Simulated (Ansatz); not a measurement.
# Twisted 1T-ZrS2 monolayer on bilayer, 38.21 deg: how far the k-mesh must go

Aim: find how far the k-mesh can be loosened while the forces stay near those of the strictest setting.

Main program and level: Ansatz 0.2.0; Kohn-Sham DFT, PBE+D4, PAW, plane waves.

## (1) Starting point

The cell holds 63 atoms: 21 Zr and 42 S. Its edges and angles: a = 9.683 Å, b = 9.683 Å, c = 27.090 Å, α = 90.0°, β = 90.0°, γ = 120.0°. 1T-ZrS2 (a = 3.66 A) under 1T-ZrS2 (a = 3.66 A), monolayer on bilayer, commensurate cell of 7 unit cells a layer, twist 38.21 deg; facing planes 3.11, 3.22 A apart; 12 A of vacuum; layers not relaxed, displaced by a Gaussian of 0.01 A. Regions: layer 1, 21 atoms (7 Zr and 14 S); layer 2, 21 atoms (7 Zr and 14 S); layer 3, 21 atoms (7 Zr and 14 S). Vacuum lies along c.

## (2) Script and output

ASE makes the structure inside the script; the seeds are typed, so the same atoms come back each time. Occupations are fixed because a gap is expected. A dispersion term (D4) is added because semilocal functionals miss the attraction between layers or molecules. No cutoff is typed, so the potentials' recommended one is used (420 eV). The densest mesh is the reference.

test_settings.py reads:

```python
import time
import warnings
import numpy as np
from ase import Atoms
from ase.build import make_supercell
import ansatz as az

warnings.simplefilter("ignore", az.DeckWarning)
u1 = Atoms(['Zr', 'S', 'S'], cell=[3.66, 3.66, 1, 90, 90, 120], pbc=True,
          scaled_positions=[[0/3, 0/3, 0], [1/3, 2/3, 1.46], [2/3, 1/3, -1.46]])  # z in A
cell = [9.6834, 9.6834, 120]  # common in-plane cell: a, b, gamma
layers = [(u1, [[3, 1], [-1, 2]], [0, 0], 1),
          (u1, [[3, 1], [-1, 2]], [0.19048, 0.2381], 1),
          (u1, [[-3, -2], [2, -1]], [0, 0], 1)]
gaps = [3.11, 3.22, 12]
atoms, top = Atoms(), 0.0
for k, (u, M, shift, flip) in enumerate(layers):
    s = make_supercell(u, [M[0] + [0], M[1] + [0], [0, 0, 1]], wrap=False)
    z = flip * s.positions[:, 2]; f = s.get_scaled_positions(wrap=False)
    s.set_cell([cell[0], cell[1], 1, 90, 90, cell[2]]); s.set_scaled_positions(np.c_[f[:, :2] + shift, z - z.min() + top]); s.set_tags(k)
    top = s.positions[:, 2].max() + gaps[k]; atoms += s
atoms.set_cell([cell[0], cell[1], top, 90, 90, cell[2]]); atoms.pbc = True
atoms.center(axis=2)
atoms.rattle(0.01, seed=70624)
atoms.wrap()
print(f"{len(atoms)} atoms ({atoms.get_chemical_formula()}), volume {atoms.get_volume():.1f} A^3")

base = (
    az.Crystal.from_ase(atoms)
    .calculation()
    .functional("pbe", dispersion="d4")
    .occupations("fixed")
    .forces()
    .band_table()
)

def gap_of(report):
    e = np.concatenate(report["eigenvalues_ev"]); f = np.concatenate(report["occupations"])
    f = f / f.max()  # a half-filled level counts on both sides, so the gap is then zero
    return e[f > 0.3].max(), e[f < 0.7].min()

rows = []
for mesh in [[1, 1, 1], [2, 2, 1], [3, 3, 1], [4, 4, 1]]:
    start = time.time()
    try:
        r = base.kpoints(*mesh).run(threads=4).report
    except az.AnsatzError as error:
        print(mesh, 'failed:', str(error)[:110])
        continue
    homo, lumo = gap_of(r)
    rows.append((mesh, r['free_energy_ev'] / len(atoms), np.array(r['forces_ev_ang']), max(lumo - homo, 0), np.nan, r['n_iterations'], time.time() - start))
    print(mesh, f"F = {r['free_energy_ev']:.4f} eV, {r['n_iterations']} iterations, {time.time() - start:.0f} s", flush=True)

ref = rows[-1]
scale = np.sqrt(np.mean(ref[2] ** 2))
print(f"r.m.s. force of the reference: {scale:.3f} eV/A")
print("      k-mesh  dE (meV/atom)  dF rms (meV/A)  dF (%)  gap (eV)  iter  time (s)")
for name, e, f, gap, p, n, t in rows:
    df = np.sqrt(np.mean((f - ref[2]) ** 2))
    print(f"{str(name):>12s} {1000 * (e - ref[1]):14.2f} {1000 * df:15.2f} {100 * df / scale:7.2f} {gap:9.3f} {n:5d} {t:9.1f}")
```

The run is started by

```sh
> python test_settings.py
```

What it wrote:

```text
63 atoms (S42Zr21), volume 2199.9 A^3
[1, 1, 1] F = -125860.0007 eV, 9 iterations, 19 s
RunWarning: concurrent solve slots capped 4 → 1: at 4 slots the entry's largest phase would hold 13.77 GiB against the 7.20 GiB of host memory that it is priced against; at 1 slot it would hold 5.38 GiB (results are unchanged, but for whatever memory decides [...]
[2, 2, 1] F = -125860.2619 eV, 10 iterations, 81 s
RunWarning: concurrent solve slots capped 4 → 1: at 4 slots the entry's largest phase would hold 13.35 GiB against the 7.20 GiB of host memory that it is priced against; at 1 slot it would hold 5.70 GiB (results are unchanged, but for whatever memory decides [...]
[3, 3, 1] F = -125860.3025 eV, 10 iterations, 179 s
RunWarning: concurrent solve slots capped 4 → 1: at 4 slots the entry's largest phase would hold 13.68 GiB against the 7.20 GiB of host memory that it is priced against; at 1 slot it would hold 7.09 GiB (results are unchanged, but for whatever memory decides [...]
RunWarning: the eigensolver's widest matrix products are made a tile of their output at a time, on all their threads, and a slot's buffer for their partial sums shrinks 0.35 → 0.03 GiB [...]
[4, 4, 1] F = -125860.3034 eV, 9 iterations, 439 s
r.m.s. force of the reference: 0.111 eV/A
      k-mesh  dE (meV/atom)  dF rms (meV/A)  dF (%)  gap (eV)  iter  time (s)
   [1, 1, 1]           4.80           32.79   29.42     1.603     9      18.6
   [2, 2, 1]           0.66            0.99    0.89     0.968    10      81.3
   [3, 3, 1]           0.01            0.13    0.11     1.078    10     179.1
   [4, 4, 1]           0.00            0.00    0.00     0.971     9     439.2
```

Wall time 12 min (4 threads of Arm Neoverse V1, shared host); peak memory 6.4 GiB.

## (3) Results

```
reference run                           : 4×4×1, 7.3 min
r.m.s. force component of the reference : 0.111 eV/Å
largest r.m.s. force difference         : 32.8 meV/Å (1×1×1)
smallest r.m.s. force difference        : 0.125 meV/Å (3×3×1)
energy differences                      : 0.0140 to 4.80 meV/atom
gap on the mesh                         : 0.968 eV (2×2×1) to 1.60 eV (1×1×1)
```

In words: The cheapest setting whose forces lie within 1 % of the reference is 2×2×1, at 0.19 times the reference's time. The gap doesn't settle with the forces: it moves by 0.11 eV in the last step, as each mesh meets other points of the bands. Local and semilocal functionals put gaps too low.

[Logs are printed without paths, hosts, clocks, repeated set-up lines and the standing remarks that a program may print on its own settings, such as how far it seeks lower states.]

[Hosts, paths, dates, database ids (printed as entryN), source tags and the programs' standing remarks are cut or masked in the printed files.]

[Scripts of this kind were picked in part by their result: those with far moves, changed bonds, near-zero gaps or large misses at database cells are mostly left out.]
